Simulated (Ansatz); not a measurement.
# Dielectric response of SrCl2 (110) films, part 2 of 3

How well do thin fluorite SrCl2 (110) films screen a perpendicular field?

Ansatz 0.2.0; plane-wave DFT, PBE, Ansatz PAW (the session's first sound run).

So far. Step 11 (Single point, 18 atoms, units 6, field -0.1 V/Å): The dipole is -0.193 e·Å, and the gap on the mesh 4.178 eV. Step 12 (Response with the atoms held, 18 atoms, units 6): The induced dipole is that of a conductor 10.14 Å thick.

## (13) Relaxation, 27 atoms, units 9

This step: plane-wave DFT, PBE, Ansatz PAW (Ansatz 0.2.0).

System of this step: SrCl2 (110), 9 units. The cell holds 27 atoms: 9 Sr and 18 Cl. Cell: a = 4.936 Å, b = 6.980 Å, c = 37.742 Å, α = 90.0°, β = 90.0°, γ = 90.0°. It derives from SrCl2 (fluorite SrCl2). Vacuum lies along c.

File input.yaml:

```yaml
crystal:
  lattice:
    - [4.93560533, 0.0, 0.0]
    - [0.0, 6.98, 0.0]
    - [0.0, 0.0, 37.7424213307]
  atoms:
    - { symbol: Sr, position: [0.5, 0.5, 0.2384584688] }
    - { symbol: Cl, position: [0.0, 0.75, 0.2384584688] }
    - { symbol: Cl, position: [0.0, 0.25, 0.2384584688] }
    - { symbol: Sr, position: [0.0, 0.0, 0.3038438516] }
    - { symbol: Cl, position: [0.5, 0.25, 0.3038438516] }
    - { symbol: Cl, position: [0.5, 0.75, 0.3038438516] }
    - { symbol: Sr, position: [0.5, 0.5, 0.3692292344] }
    - { symbol: Cl, position: [0.0, 0.75, 0.3692292344] }
[... 15 atom lines left out ...]
    - { symbol: Cl, position: [0.5, 0.75, 0.6961561484] }
    - { symbol: Sr, position: [0.5, 0.5, 0.7615415312] }
    - { symbol: Cl, position: [0.0, 0.75, 0.7615415312] }
    - { symbol: Cl, position: [0.0, 0.25, 0.7615415312] }
kpoints:
  mp_grid: { grid: [6, 4, 1] }
hamiltonian:
  xc: pbe
scf:
  occupations: { method: fixed }
  convergence: { dr2_threshold: 1.0e-09 }
efield:
  axis: 3
  dipole_correction: true
  ramp_position: 0.97
  ramp_width: 0.06
relax:
  f_tol: 0.003
  max_steps: 100
output:
  eigenvalues: true
  dos: { projected: true, e_range: [-7, 7] }
  write_potential: true
  write_density: true
  volumetric_format: npy
checkpoint:
  write: rel9.run
  compress: false
  write_wavefunctions: false
```

On the command line:

```console
$ ansatz run input.yaml --threads 4 --pin off --max-ram 12288MiB --backend cpu --events-out ev --progress --plain --runs-dir out
```

Elapsed: 9.4 min, on 4 threads of Arm Neoverse V1, shared host; peak memory 4 GiB.

Step by step:

```tsv
step	energy less that of the first step (eV)	largest force component (eV/Å)
1	0.0000	0.8997
2	-0.2913	0.3244
3	-0.3426	0.1237
4	-0.3541	0.0271
5	-0.3552	0.0086
6	-0.3553	0.0016
```

The run keeps the 4 symmetry operations that the program found, so distortions that break them were not tested.

The atoms that moved most (Å):

```tsv
atom	dx	dy	dz	length
Sr4	0.000	0.000	-0.287	0.287
Sr22	0.000	0.000	0.287	0.287
Cl26	0.000	-0.047	0.249	0.253
Cl27	0.000	0.047	0.249	0.253
Cl3	0.000	0.047	-0.249	0.253
Cl2	0.000	-0.047	-0.249	0.253
Cl8	0.000	0.012	-0.105	0.106
Cl9	0.000	-0.012	-0.105	0.106
```

The relaxed structure:

```cif
data_structure
_symmetry_space_group_name_H-M 'P 1'
_symmetry_Int_Tables_number 1
_cell_length_a 4.9356
_cell_length_b 6.9800
_cell_length_c 37.7424
_cell_angle_alpha 90.000
_cell_angle_beta 90.000
_cell_angle_gamma 90.000
_cell_volume 1300.25
loop_
_atom_site_label
_atom_site_type_symbol
_atom_site_fract_x
_atom_site_fract_y
_atom_site_fract_z
_atom_site_occupancy
Sr1 Sr 0.50000 0.50000 0.24086 1
Cl2 Cl 0.00000 0.74333 0.23187 1
Cl3 Cl 0.00000 0.25667 0.23187 1
Sr4 Sr 0.00000 0.00000 0.29625 1
Cl5 Cl 0.50000 0.24803 0.30148 1
Cl6 Cl 0.50000 0.75197 0.30148 1
Sr7 Sr 0.50000 0.50000 0.36838 1
Cl8 Cl 0.00000 0.75175 0.36645 1
Cl9 Cl 0.00000 0.24825 0.36645 1
Sr10 Sr 0.00000 0.00000 0.43290 1
Cl11 Cl 0.50000 0.25085 0.43365 1
Cl12 Cl 0.50000 0.74915 0.43365 1
Sr13 Sr 0.50000 0.50000 0.50000 1
Cl14 Cl 0.00000 0.75158 0.50000 1
Cl15 Cl 0.00000 0.24842 0.50000 1
Sr16 Sr 0.00000 0.00000 0.56710 1
Cl17 Cl 0.50000 0.25085 0.56635 1
Cl18 Cl 0.50000 0.74915 0.56635 1
Sr19 Sr 0.50000 0.50000 0.63162 1
Cl20 Cl 0.00000 0.75175 0.63355 1
Cl21 Cl 0.00000 0.24825 0.63355 1
Sr22 Sr 0.00000 0.00000 0.70375 1
Cl23 Cl 0.50000 0.24803 0.69852 1
Cl24 Cl 0.50000 0.75197 0.69852 1
Sr25 Sr 0.50000 0.50000 0.75914 1
Cl26 Cl 0.00000 0.74333 0.76813 1
Cl27 Cl 0.00000 0.25667 0.76813 1
```

Running mean over 2.468 Å of the planar mean; the ramp of the sawtooth is left out. The electron's electrostatic potential energy less the highest filled level by z:

z (Å), electron's electrostatic potential energy less the highest filled level (eV) and a bar from the least value:
```
        4       6.19 ##############################
        5       6.19 ##############################
        6       6.15 ##############################
        7       5.41 ###########################
        8       0.97 ###########
        9      -1.19 ###
       10      -2.07 
       11      -1.70 #
       12      -1.06 ####
       13      -0.88 ####
       14      -1.27 ###
       15      -1.28 ###
       16      -1.37 ###
       17      -1.24 ###
       18      -1.13 ###
       19      -1.29 ###
       20      -1.07 ####
       21      -1.32 ###
       22      -1.35 ###
       23      -1.27 ###
       24      -1.22 ###
       25      -0.69 #####
       26      -1.29 ###
       27      -1.86 #
       28      -1.82 #
       29      -0.95 ####
       30       2.30 ################
       31       5.84 #############################
       32       6.17 ##############################
       33       6.19 ##############################
       34       6.19 ##############################
```

The relaxation took 6 steps and lowered the energy by 0.36 eV; the largest force on the free atoms ends at 0.0016 eV/Å.

The gap is 4.62 eV, with the valence edge 6.19 eV and the conduction edge 1.57 eV under the upper vacuum level.

## (14) Single point, 27 atoms, units 9, field 0.1 V/Å

File input.yaml:

```yaml
crystal:
  lattice:
    - [4.93560533, 0.0, 0.0]
    - [0.0, 6.98, 0.0]
    - [0.0, 0.0, 37.7424213307]
  atoms:
    - { symbol: Sr, position: [0.5, 0.5, 0.2408586397] }
    - { symbol: Cl, position: [0.0, 0.7433339391, 0.2318677755] }
    - { symbol: Cl, position: [0.0, 0.2566660609, 0.2318677755] }
    - { symbol: Sr, position: [0.0, 0.0, 0.2962528895] }
    - { symbol: Cl, position: [0.5, 0.248034033, 0.3014787449] }
    - { symbol: Cl, position: [0.5, 0.751965967, 0.3014787449] }
    - { symbol: Sr, position: [0.5, 0.5, 0.3683806108] }
    - { symbol: Cl, position: [0.0, 0.7517454873, 0.3664500338] }
[... 15 atom lines left out ...]
    - { symbol: Cl, position: [0.5, 0.7519659628, 0.6985212563] }
    - { symbol: Sr, position: [0.5, 0.5, 0.7591413609] }
    - { symbol: Cl, position: [0.0, 0.7433339367, 0.7681322292] }
    - { symbol: Cl, position: [0.0, 0.2566660633, 0.7681322292] }
kpoints:
  mp_grid: { grid: [6, 4, 1] }
hamiltonian:
  xc: pbe
scf:
  occupations: { method: fixed }
  convergence: { dr2_threshold: 1.0e-10 }
efield:
  axis: 3
  dipole_correction: true
  ramp_position: 0.97
  ramp_width: 0.06
  amplitude: 0.1
output:
  write_potential: true
  write_density: true
  volumetric_format: npy
```

Run time: 2.1 min. Hardware: 4 threads; peak memory 4.3 GiB; 8 min of CPU time.

The dipole is 0.287 e·Å, and the gap on the mesh 3.907 eV.

## (15) Single point, 27 atoms, units 9, field -0.1 V/Å

Changes to input.yaml since step 14:

```diff
@@ -45,3 +45,3 @@
   ramp_width: 0.06
-  amplitude: 0.1
+  amplitude: -0.1
 output:
```

Run time: 2 min. Hardware: 4 threads; peak memory 4.3 GiB.

The dipole is -0.287 e·Å, and the gap on the mesh 3.907 eV.

## (16) Response with the atoms held, 27 atoms, units 9

This step: plane-wave DFT, PBE, Ansatz PAW; response to a field along the normal, atoms held (Ansatz 0.2.0).

Local field over the applied field, running mean. From the potentials at -0.1 and 0.1 V/Å; running mean over 2.468 Å, taken twice. The local field over applied field by z:

```tsv
z (Å)	local field over applied field
4	0.999
5	0.989
6	0.932
7	0.769
8	0.542
9	0.380
10	0.334
11	0.340
12	0.349
13	0.348
14	0.345
15	0.345
16	0.346
17	0.346
18	0.346
19	0.346
20	0.346
21	0.346
22	0.345
23	0.344
24	0.346
25	0.349
26	0.348
27	0.338
28	0.337
29	0.410
30	0.599
31	0.822
32	0.955
33	0.994
```

The induced dipole is that of a conductor 15.07 Å thick.

## (17) Field on, atoms free, 27 atoms, units 9, field 0.05 V/Å

This step: plane-wave DFT, PBE, Ansatz PAW (Ansatz 0.2.0).

The same pair of relaxations in the field for this thickness.

Changes to input.yaml since step 15:

```diff
@@ -45,3 +45,6 @@
   ramp_width: 0.06
-  amplitude: -0.1
+  amplitude: 0.05
+relax:
+  f_tol: 0.0006
+  max_steps: 70
 output:
```

Wall time 5 min (4 threads); peak memory 3.7 GiB; 20 min of CPU time.

The steps of the relaxation:

```tsv
step	energy less that of the first step (eV)	largest force component (eV/Å)
1	0.0000	0.0443
2	-0.0006	0.0352
3	-0.0013	0.0033
4	-0.0013	0.0021
5	-0.0013	0.0002
```

The run keeps the 4 symmetry operations that the program found, so distortions that break them were not tested.

The relaxed structure:

```xyz
27
Lattice="4.9356 0.0000 0.0000 0.0000 6.9800 0.0000 0.0000 0.0000 37.7424" Properties=species:S:1:pos:R:3
Sr    2.4678    3.4900    9.0953
Cl    0.0000    5.1883    8.7474
Cl    0.0000    1.7917    8.7474
Sr    0.0000    0.0000   11.1853
Cl    2.4678    1.7305   11.3773
Cl    2.4678    5.2495   11.3773
Sr    2.4678    3.4900   13.9076
Cl    0.0000    5.2475   13.8277
Cl    0.0000    1.7325   13.8277
Sr    0.0000    0.0000   16.3429
Cl    2.4678    1.7509   16.3650
Cl    2.4678    5.2291   16.3650
Sr    2.4678    3.4900   18.8757
Cl    0.0000    5.2460   18.8690
Cl    0.0000    1.7340   18.8690
Sr    0.0000    0.0000   21.4082
Cl    2.4678    1.7510   21.3739
Cl    2.4678    5.2290   21.3739
Sr    2.4678    3.4900   23.8438
Cl    0.0000    5.2470   23.9097
Cl    0.0000    1.7330   23.9097
Sr    0.0000    0.0000   26.5663
Cl    2.4678    1.7319   26.3635
Cl    2.4678    5.2481   26.3635
Sr    2.4678    3.4900   28.6563
Cl    0.0000    5.1881   28.9871
Cl    0.0000    1.7919   28.9871
```

The relaxation took 5 steps and lowered the energy by 0.0013 eV; the largest force on the free atoms ends at 2.2e-4 eV/Å.

The dipole is 0.195 e·Å, and the gap on the mesh 4.514 eV.

## (18) Relaxing in the field, 27 atoms, units 9, field -0.05 V/Å

Changes to input.yaml since step 17:

```diff
@@ -45,3 +45,3 @@
   ramp_width: 0.06
-  amplitude: 0.05
+  amplitude: -0.05
 relax:
```

The job ended after 5 min (4 threads; peak memory 3.7 GiB; 20 min of CPU time).

Step by step:

```tsv
step	energy less that of the first step (eV)	largest force component (eV/Å)
1	0.0000	0.0443
2	-0.0006	0.0352
3	-0.0013	0.0033
4	-0.0013	0.0021
5	-0.0013	0.0002
```

The run keeps the 4 symmetry operations that the program found, so distortions that break them were not tested.

The relaxed structure:

```xyz
27
Lattice="4.9356 0.0000 0.0000 0.0000 6.9800 0.0000 0.0000 0.0000 37.7424" Properties=species:S:1:pos:R:3
Sr    2.4678    3.4900    9.0861
Cl    0.0000    5.1881    8.7554
Cl    0.0000    1.7919    8.7554
Sr    0.0000    0.0000   11.1761
Cl    2.4678    1.7319   11.3789
Cl    2.4678    5.2481   11.3789
Sr    2.4678    3.4900   13.8986
Cl    0.0000    5.2470   13.8327
Cl    0.0000    1.7330   13.8327
Sr    0.0000    0.0000   16.3342
Cl    2.4678    1.7510   16.3685
Cl    2.4678    5.2290   16.3685
Sr    2.4678    3.4900   18.8667
Cl    0.0000    5.2460   18.8734
Cl    0.0000    1.7340   18.8734
Sr    0.0000    0.0000   21.3995
Cl    2.4678    1.7509   21.3774
Cl    2.4678    5.2291   21.3774
Sr    2.4678    3.4900   23.8349
Cl    0.0000    5.2475   23.9147
Cl    0.0000    1.7325   23.9147
Sr    0.0000    0.0000   26.5571
Cl    2.4678    1.7305   26.3652
Cl    2.4678    5.2495   26.3652
Sr    2.4678    3.4900   28.6471
Cl    0.0000    5.1883   28.9950
Cl    0.0000    1.7917   28.9950
```

The relaxation took 5 steps and lowered the energy by 0.0013 eV; the largest force on the free atoms ends at 2.2e-4 eV/Å.

The dipole is -0.195 e·Å, and the gap on the mesh 4.514 eV.

## (19) Response with the atoms relaxed, 27 atoms, units 9

This step: plane-wave DFT, PBE, Ansatz PAW; response to a field along the normal, atoms relaxed (Ansatz 0.2.0).

Numbers from this step:

| Quantity | Value |
| --- | --- |
| equivalent conductor thickness p/(ε₀AE) | 20.48 Å |
| inner field over outer field | 0.1221 |
| local ε in the middle | 8.192 |

Local field over the applied field, running mean. From the potentials at -0.05 and 0.05 V/Å; running mean over 2.468 Å, taken twice. Local field over applied field against z:

z (Å), local field over applied field and a bar from the least value:
```
        4      0.999 ##############################
        5      0.985 ##############################
        6      0.873 ##########################
        7      0.735 #######################
        8      0.440 ##############
        9      0.157 ######
       10      0.026 ###
       11     -0.068 
       12      0.173 #######
       13      0.170 #######
       14      0.132 ######
       15      0.097 #####
       16      0.083 ####
       17      0.122 #####
       18      0.119 #####
       19      0.126 #####
       20      0.119 #####
       21      0.116 #####
       22      0.087 ####
       23      0.095 #####
       24      0.173 #######
       25      0.159 ######
       26      0.144 ######
       27     -0.051 
       28      0.014 ##
       29      0.287 ##########
       30      0.489 ################
       31      0.801 ########################
       32      0.909 ###########################
       33      0.992 ##############################
```

The induced dipole is that of a conductor 20.48 Å thick.

## (20) Electronic ε from the series

This step: plane-wave DFT, PBE, Ansatz PAW; permittivity from the thickness series, atoms held (Ansatz 0.2.0).

Each added layer adds t(1 − 1/ε) to the dipole term, so the slope against thickness gives ε without a choice of where the film ends.

This step gave:

* slope: 0.6562
* intercept of the fit: 1.787 Å
* ε of the interior: 2.908

Table of equivalent conductor thickness by distance between the outer atoms:

```tsv
distance between the outer atoms (Å)	equivalent conductor thickness (Å)
7.72	6.85
12.71	10.1
20.24	15.1
```

By hand, from the thinnest and the thickest film: slope = (15.066 − 6.849) / (20.240 − 7.721) = 0.656, so ε = 1/(1 − 0.656) = 2.91.

## (21) Static ε from the series

This step: plane-wave DFT, PBE, Ansatz PAW; permittivity from the thickness series, atoms relaxed (Ansatz 0.2.0).

The same fit for the relaxed films. The nearer its slope lies to 1, the more ε hangs on small errors.

This step gave:

```yaml
slope: 0.8981
intercept_of_the_fit: 2.298 Å
eps_of_the_interior: 9.812
```

The equivalent conductor thickness by distance between the outer atoms:

```tsv
distance between the outer atoms (Å)	equivalent conductor thickness (Å)
7.72	9.23
20.24	20.5
```

By hand, from the thinnest and the thickest film: slope = (20.475 − 9.229) / (20.240 − 7.717) = 0.898, so ε = 1/(1 − 0.898) = 9.81. One nm of such a film has the capacitance of 3.9/9.81 = 0.40 nm of SiO₂ (its equivalent oxide thickness).

## (22) The bulk crystal

This step: plane-wave DFT, PBE, Ansatz PAW (Ansatz 0.2.0).

System of this step: fluorite SrCl2. It takes space group Fm-3m (No. 225, cubic). Conventional cell: a = 6.980 Å, b = 6.980 Å, c = 6.980 Å, α = 90.00°, β = 90.00°, γ = 90.00°. Nearest to Sr lie 8 Cl at 3.02 Å. Nearest to Cl lie 4 Sr at 3.02 Å. Farther neighbours, and contacts between anions beyond the nearest, are not listed.

Band edges are better read in the bulk than in a thin slab, where confinement and surface states shift them. The bulk run gives them against its mean potential.

File input.yaml:

```yaml
crystal:
  lattice:
    - [0.0, 3.49, 3.49]
    - [3.49, 0.0, 3.49]
    - [3.49, 3.49, 0.0]
  atoms:
    - { symbol: Sr, position: [0.0, 0.0, 0.0] }
    - { symbol: Cl, position: [0.25, 0.25, 0.25] }
    - { symbol: Cl, position: [0.75, 0.75, 0.75] }
kpoints:
  mp_grid: { grid: [8, 8, 8] }
  band_path: { path: [VBM, CBM], npoints: 1 }
hamiltonian:
  xc: pbe
scf:
  occupations: { method: fixed }
  convergence: { dr2_threshold: 1.0e-09 }
output:
  eigenvalues: true
checkpoint:
  write: bulk.run
  compress: false
  write_wavefunctions: false
```

Wall time 1.6 s (4 threads); peak memory 0.37 GiB.

Read from the output:

```
gap on the k-mesh                  : 5.338 eV
gap along the path                 : 5.338 eV
smallest direct gap along the path : 5.509 eV
gap, the smaller of path and mesh  : 5.338 eV
```

The gap is 5.34 eV.

(Part 2 of 3 ends here.)

[Long decimals in the printed logs are rounded to 6 places.]

[Logs are printed without paths, hosts, clocks, repeated set-up lines and the standing remarks that a program may print on its own settings, such as how far it seeks lower states.]

[Hosts, paths, dates, database ids (printed as entryN), source tags and the programs' standing remarks are cut or masked in the printed files.]

[Maps of the electrostatic potential energy from Ansatz leave out the sawtooth potential of an applied field or a dipole correction, so their vacuum need not be flat; planar profiles and work functions include it.]
